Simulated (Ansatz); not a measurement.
Planning a GW calculation on PtSe2 (1T monolayer).

The cell holds 3 atoms: 1 Pt and 2 Se. Cell: a = 3.703 Å, b = 3.703 Å, c = 28.400 Å, α = 90.0°, β = 90.0°, γ = 120.0°. Vacuum lies along c.

```
Pt Se
1.0
     3.70317    0.00000    0.00000
    -1.85158    3.20704    0.00000
     0.00000    0.00000   28.40000
Pt Se
1 2
Direct
  0.00000 0.00000 0.50000
  0.33333 0.66667 0.54549
  0.66667 0.33333 0.45451
```

The structure was relaxed with PBEsol. The runs that relaxed it are not among those shown. Spin-orbit coupling is left out unless a run names it.

Runs so far (Ansatz 0.2.0, start PBEsol, PAW set soft_1 files, 6×6×1 mesh). Times are wall times on 1 × NVIDIA H100 80GB HBM3 (shared by 6 runs) with 3 threads of AMD EPYC 7R13 (Zen 3), shared host, good to a factor of about two.

```
bands summed  cutoff (eV)  gap on the mesh (eV)  time
         170           33                 2.419  12 s
         435           66                 2.518  42 s
         908          110                 2.597  39 s
```

Q: What should the next rung give, with 1648 bands and screening to 165 eV, and where is the limit?

The error falls about as one over the bands when the cutoff rises with them. A line through the two highest rungs given predicts 2.629 eV; the run gave 2.618 eV, close to it. The two highest rungs put the limit near 2.644 eV, the pair below near 2.669 eV; their difference is a rough measure of what is unsettled in bands and cutoff; the mesh is a separate error.

The 6×6×1 mesh misses a band edge: on 9×9×1 the PBEsol gap is 1.40 eV, so these values are not the fundamental gap, which lies some 0.29 eV lower. Limits: not at the basis limit; coarse mesh for a sheet; no spin polarisation; d states lean on the start; no spin-orbit coupling.

[Paths, hosts, dates, memory and timing lines, banners, echoed tables and standing remarks are left out of the program output.]

[Logs are printed without paths, hosts, clocks, repeated set-up lines and the standing remarks that a program may print on its own settings, such as how far it seeks lower states.]

[Runs of the session that timed out or met a known fault of the program may be left out.]

[Cells called generated may have been cut or substituted from an entry of the Crystallography Open Database or the Materials Project.]

[Hosts, paths, dates, database ids (printed as entryN), source tags and the programs' standing remarks are cut or masked in the printed files.]
